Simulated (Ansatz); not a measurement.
# Preparing KPO3 (Pnma) as a host crystal, part 2 of 2

Aim: the runs on the perfect crystal KPO3 (Pnma) that a defect calculation needs first.

Ansatz 0.2.0; plane-wave PAW DFT, PBEsol; relaxation of the host's cell and atoms (the session's first sound run).

So far: Starting point; Host cell relaxation. The relaxed cell has a, b, c = 4.444, 5.832, 12.537 Å (conventional setting).

### 3. Dielectric tensors of the host

This step: plane-wave PAW DFPT, PBEsol; dielectric tensors, Born charges and zone-centre modes of the host (Ansatz 0.2.0).

File eps/input.yaml:

```yaml
crystal:
  lattice:
    - [4.4441273084, 0.0, 0.0]
    - [0.0, 5.8319321092, 0.0]
    - [0.0, 0.0, 12.5371493682]
  atoms:
    - { symbol: K, position: [0.2252547703, 0.75, 0.5895040763] }
    - { symbol: K, position: [0.7252547703, 0.75, 0.9104959237] }
    - { symbol: K, position: [0.7747452297, 0.25, 0.4104959237] }
    - { symbol: K, position: [0.2747452297, 0.25, 0.0895040763] }
    - { symbol: P, position: [0.6746249967, 0.25, 0.6725076372] }
    - { symbol: P, position: [0.1746249967, 0.25, 0.8274923628] }
    - { symbol: P, position: [0.3253750033, 0.75, 0.3274923628] }
    - { symbol: P, position: [0.8253750033, 0.75, 0.1725076372] }
    - { symbol: O, position: [0.3236334029, 0.25, 0.7092519746] }
    - { symbol: O, position: [0.8236334029, 0.25, 0.7907480254] }
    - { symbol: O, position: [0.6763665971, 0.75, 0.2907480254] }
    - { symbol: O, position: [0.1763665971, 0.75, 0.2092519746] }
    - { symbol: O, position: [0.2658686875, 0.5288507532, 0.3841377836] }
    - { symbol: O, position: [0.7658686875, 0.9711492468, 0.1158622164] }
    - { symbol: O, position: [0.7341313125, 0.0288507532, 0.6158622164] }
    - { symbol: O, position: [0.2341313125, 0.4711492468, 0.8841377836] }
    - { symbol: O, position: [0.7658686875, 0.5288507532, 0.1158622164] }
    - { symbol: O, position: [0.2658686875, 0.9711492468, 0.3841377836] }
    - { symbol: O, position: [0.2341313125, 0.0288507532, 0.8841377836] }
    - { symbol: O, position: [0.7341313125, 0.4711492468, 0.6158622164] }
basis:
  ecutwfc: 420
hamiltonian:
  xc: pbesol
kpoints:
  mp_grid: { grid: [6, 4, 2] }
scf:
  occupations: { method: fixed }
  max_iter: 100
phonons:
  method: dfpt
  dielectric: true
  rigid_motions: translations
```

Run with:

```sh
$ ansatz run input.yaml --threads 2 --pin off --max-ram 3768MiB --backend cpu --events-out ev --progress --plain --runs-dir out
```

Numbers of over 12 decimals in the logs are rounded to 6 here.

Output:

```text
[...]
Crystal: 20 atoms, lattice volume = 324.936 Å³
Basis set: ecut = 420 eV, 6385 PW (Γ), exchange–correlation on 60×80×180 points (8 copies of the dense FFT grid, shifted against one another)
Bands: 84, of which v1, the nominal top of the filled ones, is band 64 counted from 1 (63 counted from 0)
Symmetry: 8 space group operations
k-points: 28 of 48 (irreducible under 1 space group operation, time reversal used)
[...]
SCF iter   1: F=—  HF=-15770.099371 eV  |F-HF|=—  |Δ(HF+E_count)|=         —  Δρ=9.01e-3  dr2=1.92e-1  ethr=1.77e-3  ⟨swp⟩=5.6  Hψ=9451  notcnv=0  defer=484
[...]
SCF iter  10: F=-15770.048323 eV  HF=-15770.048323 eV  |F-HF|=2.36e-11  |Δ(HF+E_count)|=  3.95e-10  Δρ=7.57e-8  dr2=1.86e-11  ethr=1.00e-12  ⟨swp⟩=23.1  Hψ=21819  notcnv=0
SCF 1 converged in 10 iterations: F = -15770.048323 eV  dr2 = 1.86e-11
[...]
NSCF: frozen V_eff on 24 k-points
[...]
DFPT response loops at Γ: preconditioner auto → none (the input reference at scf.mixing.eps_inf says where Resta's filter doesn't serve); β = 0.50; Broyden in place of MSR1
the run's response loops start from zero, take more passes and end by a threshold: the memory limit or budget leaves too little room for the subspace of the ground state's own states beside the solves, or none could be made (phonons.method)
SCF converged after 10 iterations
Free energy (F): -15770.048323 eV
[...]
Internal energy: -15770.048323 eV  (E = F + TS)
E sigma→0 (E₀):  -15770.048323 eV
Fermi energy:    2.441082 eV
[...]
--- Band table (eV; the first three rows and the last of 28) ---
[...]
[... further k-points left out ...]
--- Phonons (Γ-DFPT): 12 representative perturbations + reference, on 28 of 48 k-points (Σ response iterations 102) ---
  k mesh reduced under 1 symmetry operation, with k and −k counted as one. Each operation leaves every solved perturbation unchanged. A smaller set is not considered because the run solves the response to a homogeneous field
  ASR residual: 4.050e-5 → 0.000e0 eV/Å²; symmetrization residual: 1.260e-5 eV/Å²
  ASR residual per site (eV/Å²): 1.42e-5 1.42e-5 1.42e-5 1.42e-5 1.78e-5 1.78e-5 1.78e-5 1.78e-5 4.05e-5 4.05e-5 4.05e-5 4.05e-5 3.49e-5 3.49e-5 3.49e-5 3.49e-5 3.49e-5 3.49e-5 3.49e-5 3.49e-5
  Γ frequencies (cm⁻¹): -51.18 -14.69 0.00 0.00 0.00 17.82 38.76 47.15 49.77 81.94 96.43 103.16 104.97 110.11 112.00 113.55 115.33 118.89 121.31 124.45 124.72 130.66 131.04 131.83 213.18 227.90 261.16 267.45 268.63 271.63 364.80 366.01 392.53 394.92 401.39 [...]
  ε∞ (high-frequency dielectric tensor):
        2.339949     0.000000     0.000000
        0.000000     2.262777     0.000000
        0.000000     0.000000     2.272440
  softest optical mode at Γ: -51.18 cm⁻¹; the repairs (sum rule, projections) moved no ω² at Γ by more than (3.72 cm⁻¹)²
  Born effective charges Z* (e; rows j = field, columns β = displacement):
    site 0:
         1.19975    0.00000    0.00007
         0.00000    1.26110    0.00000
        -0.02049    0.00000    1.16551
    site 1:
         1.19975    0.00000   -0.00007
         0.00000    1.26110    0.00000
         0.02049    0.00000    1.16551
    site 2:
         1.19975   -0.00000    0.00007
         0.00000    1.26110    0.00000
        -0.02049    0.00000    1.16551
    site 3:
         1.19975   -0.00000   -0.00007
         0.00000    1.26110    0.00000
         0.02049    0.00000    1.16551
    site 4:
         3.61931    0.00000    0.34597
         0.00000    2.79296   -0.00000
        -0.52514    0.00000    3.19815
    site 5:
         3.61931    0.00000   -0.34597
         0.00000    2.79296    0.00000
         0.52514    0.00000    3.19815
    site 6:
         3.61931    0.00000    0.34597
         0.00000    2.79296    0.00000
        -0.52514    0.00000    3.19815
    site 7:
         3.61931    0.00000   -0.34597
         0.00000    2.79296   -0.00000
         0.52514    0.00000    3.19815
    site 8:
        -2.52253   -0.00000    1.12729
         0.00000   -0.78557    0.00000
         0.86424    0.00000   -1.80919
    site 9:
        -2.52253   -0.00000   -1.12729
         0.00000   -0.78557    0.00000
        -0.86424    0.00000   -1.80919
    site 10:
        -2.52253    0.00000    1.12729
         0.00000   -0.78557    0.00000
         0.86424    0.00000   -1.80919
    site 11:
        -2.52253    0.00000   -1.12729
         0.00000   -0.78557    0.00000
        -0.86424    0.00000   -1.80919
    site 12:
        -1.14827   -0.09249   -0.00140
        -0.09135   -1.63424    0.30154
         0.13707    0.40669   -1.27724
    site 13:
        -1.14827    0.09249    0.00140
         0.09135   -1.63424    0.30154
        -0.13707    0.40669   -1.27724
    site 14:
        -1.14827    0.09249   -0.00140
         0.09135   -1.63424   -0.30154
         0.13707   -0.40669   -1.27724
    site 15:
        -1.14827   -0.09249    0.00140
        -0.09135   -1.63424   -0.30154
        -0.13707   -0.40669   -1.27724
    site 16:
        -1.14827   -0.09249    0.00140
        -0.09135   -1.63424   -0.30154
        -0.13707   -0.40669   -1.27724
    site 17:
        -1.14827    0.09249   -0.00140
         0.09135   -1.63424   -0.30154
         0.13707   -0.40669   -1.27724
    site 18:
        -1.14827    0.09249    0.00140
         0.09135   -1.63424    0.30154
        -0.13707    0.40669   -1.27724
    site 19:
        -1.14827   -0.09249   -0.00140
        -0.09135   -1.63424    0.30154
         0.13707    0.40669   -1.27724
  Z* charge neutrality: 5.907e-5 e pre-enforcement
  k-mesh period / interband length: 23.3 Å / 1.04 Å = 22.50 at k = (0.0000, 0.0000, 0.0000), direct gap 4.971 eV — 14 or more, which is no proof of convergence
  optical modes at Γ without the LO–TO term, one row a degenerate level:
      ω (cm⁻¹)  modes    IR ((D/Å)²/amu)
        -51.18      1             0.0004
        -14.69      1             0.0000
         17.82      1             0.0000
         38.76      1             0.0000
         47.15      1             0.0000
         49.77      1             0.0000
         81.94      1             0.0000
         96.43      1             0.4234
        103.16      1             0.0000
        104.97      1             0.0000
        110.11      1             1.0338
        112.00      1             0.0000
        113.55      1             0.0000
        115.33      1             5.9402
        118.89      1             0.0000
        121.31      1             6.6975
        124.45      1             0.0000
        124.72      1             0.0000
        130.66      1             0.0000
        131.04      1             2.9217
        131.83      1             0.0000
        213.18      1             0.0000
        227.90      1             0.8575
        261.16      1             0.0231
        267.45      1             0.0000
        268.63      1             0.0089
        271.63      1             0.0000
        364.80      1             0.0000
        366.01      1             0.0000
        392.53      1             0.0000
        394.92      1             8.9061
        401.39      1             0.0000
        402.23      1             0.0000
        430.55      1             5.8177
        439.43      1             0.0000
        494.45      1             0.0000
        496.49      1            30.3012
        506.42      1             3.2343
        507.39      1             0.0000
        565.97      1             3.1754
        572.05      1             0.0000
        614.73      1             0.0000
        617.62      1             4.9013
        737.58      1             4.6144
        743.85      1             0.0000
        837.74      1             0.0000
        837.75      1            50.3233
        978.13      1            15.3937
        990.16      1             0.0000
       1058.17      1            43.2609
       1120.31      1             0.0000
       1121.06      1             2.8799
       1128.23      1             0.0000
       1213.84      1             0.0000
       1221.79      1            52.5547
       1225.10      1             0.0000
       1233.52      1             0.0000
  optical modes at Γ + LO–TO along q̂ = [1.0000, 0.0000, 0.0000]:
      ω (cm⁻¹)  modes    IR ((D/Å)²/amu)
        -51.18      1             0.0004
        -14.69      1             0.0000
         17.82      1             0.0000
         38.76      1             0.0000
         47.15      1             0.0000
         49.77      1             0.0000
         81.94      1             0.0000
         96.43      1             0.4234
        103.16      1             0.0000
        104.97      1             0.0000
        112.00      1             0.0000
        113.55      1             0.0000
        113.55      1             0.0668
        115.33      1             5.9402
        118.89      1             0.0000
        121.31      1             6.6975
        124.45      1             0.0000
        124.72      1             0.0000
        130.66      1             0.0000
        131.83      1             0.0000
        149.17      1             1.0127
        213.18      1             0.0000
        231.07      1             0.3101
        261.16      1             0.0231
        267.45      1             0.0000
        268.63      1             0.0089
        271.63      1             0.0000
        364.80      1             0.0000
        366.01      1             0.0000
        392.53      1             0.0000
        401.39      1             0.0000
        402.23      1             0.0000
        408.40      1             1.5643
        430.55      1             5.8177
        439.43      1             0.0000
        494.45      1             0.0000
        506.42      1             3.2343
        507.39      1             0.0000
        556.32      1            13.5895
        565.97      1             3.1754
        572.05      1             0.0000
        614.73      1             0.0000
        631.73      1             7.1344
        737.58      1             4.6144
        743.85      1             0.0000
        837.74      1             0.0000
        936.22      1            71.0352
        978.13      1            15.3937
        990.16      1             0.0000
       1058.17      1            43.2609
       1120.31      1             0.0000
       1126.86      1             7.4119
       1128.23      1             0.0000
       1213.84      1             0.0000
       1221.79      1            52.5547
       1225.10      1             0.0000
       1233.52      1             0.0000
  optical modes at Γ + LO–TO along q̂ = [0.0000, 1.0000, 0.0000]:
      ω (cm⁻¹)  modes    IR ((D/Å)²/amu)
        -51.17      1             0.0001
        -14.69      1             0.0000
         17.82      1             0.0000
         38.76      1             0.0000
         47.15      1             0.0000
         49.77      1             0.0000
         81.94      1             0.0000
         96.43      1             0.4234
        103.16      1             0.0000
        104.97      1             0.0000
        110.11      1             1.0338
        112.00      1             0.0000
        113.55      1             0.0000
        115.33      1             5.9402
        118.89      1             0.0000
        124.45      1             0.0000
        124.72      1             0.0000
        130.66      1             0.0000
        131.04      1             2.9217
        131.83      1             0.0000
        177.88      1             5.0601
        213.18      1             0.0000
        227.90      1             0.8575
        261.32      1             0.0365
        267.45      1             0.0000
        268.63      1             0.0089
        271.63      1             0.0000
        364.80      1             0.0000
        366.01      1             0.0000
        392.53      1             0.0000
        394.92      1             8.9061
        401.39      1             0.0000
        402.23      1             0.0000
        430.55      1             5.8177
        439.43      1             0.0000
        494.45      1             0.0000
        496.49      1            30.3012
        507.39      1             0.0000
        515.20      1             2.9435
        565.97      1             3.1754
        572.05      1             0.0000
        614.73      1             0.0000
        617.62      1             4.9013
        737.58      1             4.6144
        743.85      1             0.0000
        837.74      1             0.0000
        837.75      1            50.3233
        978.13      1            15.3937
        990.16      1             0.0000
       1058.17      1            43.2609
       1120.31      1             0.0000
       1121.06      1             2.8799
       1128.23      1             0.0000
       1213.84      1             0.0000
       1225.10      1             0.0000
       1233.52      1             0.0000
       1283.80      1            54.4696
  optical modes at Γ + LO–TO along q̂ = [0.0000, 0.0000, 1.0000]:
      ω (cm⁻¹)  modes    IR ((D/Å)²/amu)
        -51.18      1             0.0004
        -14.69      1             0.0000
         17.82      1             0.0000
         38.76      1             0.0000
         47.15      1             0.0000
         49.77      1             0.0000
         81.94      1             0.0000
         97.51      1             0.0119
        103.16      1             0.0000
        104.97      1             0.0000
        110.11      1             1.0338
        112.00      1             0.0000
        113.55      1             0.0000
        118.89      1             0.0000
        121.31      1             6.6975
        124.45      1             0.0000
        124.72      1             0.0000
        130.66      1             0.0000
        131.04      1             2.9217
        131.83      1             0.0000
        164.18      1             3.5711
        213.18      1             0.0000
        227.90      1             0.8575
        261.16      1             0.0231
        267.45      1             0.0000
        268.67      1             0.0077
        271.63      1             0.0000
        364.80      1             0.0000
        366.01      1             0.0000
        392.53      1             0.0000
        394.92      1             8.9061
        401.39      1             0.0000
        402.23      1             0.0000
        439.43      1             0.0000
        446.39      1             3.9067
        494.45      1             0.0000
        496.49      1            30.3012
        506.42      1             3.2343
        507.39      1             0.0000
        572.05      1             0.0000
        573.20      1             2.5249
        614.73      1             0.0000
        617.62      1             4.9013
        743.85      1             0.0000
        744.99      1             3.1051
        837.74      1             0.0000
        837.75      1            50.3233
        990.16      1             0.0000
        990.56      1             4.2768
       1120.31      1             0.0000
       1121.06      1             2.8799
       1128.23      1             0.0000
       1129.34      1            61.2302
       1213.84      1             0.0000
       1221.79      1            52.5547
       1225.10      1             0.0000
       1233.52      1             0.0000
```

Elapsed: 25 min, on 2 threads of Arm Neoverse V2, shared host; peak memory 3 GiB.

Reading the cycles: dr2 is the Hartree energy of the density residual (eV), the measure of convergence; HF is the Harris–Foulkes estimate of the energy, which meets the free energy F at convergence.

### 4. Outcome

```
primitive cell vectors, lengths : 4.444, 5.832, 12.537 Å
```

What this shows: The cell grew by 1.1 % in volume. From the first step to the last the energy fell by 0.067 eV, across changes of basis, and the largest move was 0.048 Å (K3 and 3 other atoms alike). An imaginary zone-centre mode shows that the symmetric cell is unstable. The k-mesh can miss the band edges, so this gap is an upper bound at this level. All at zero temperature.

[Logs are printed without paths, hosts, clocks, repeated set-up lines and the standing remarks that a program may print on its own settings, such as how far it seeks lower states.]

[Hosts, paths, dates, database ids (printed as entryN), source tags and the programs' standing remarks are cut or masked in the printed files.]

[Runs of the host that timed out are not shown.]

[For some hosts the program warned that the k-mesh of the response run may be too coarse for force constants and the static dielectric constant; such warnings are not always shown.]
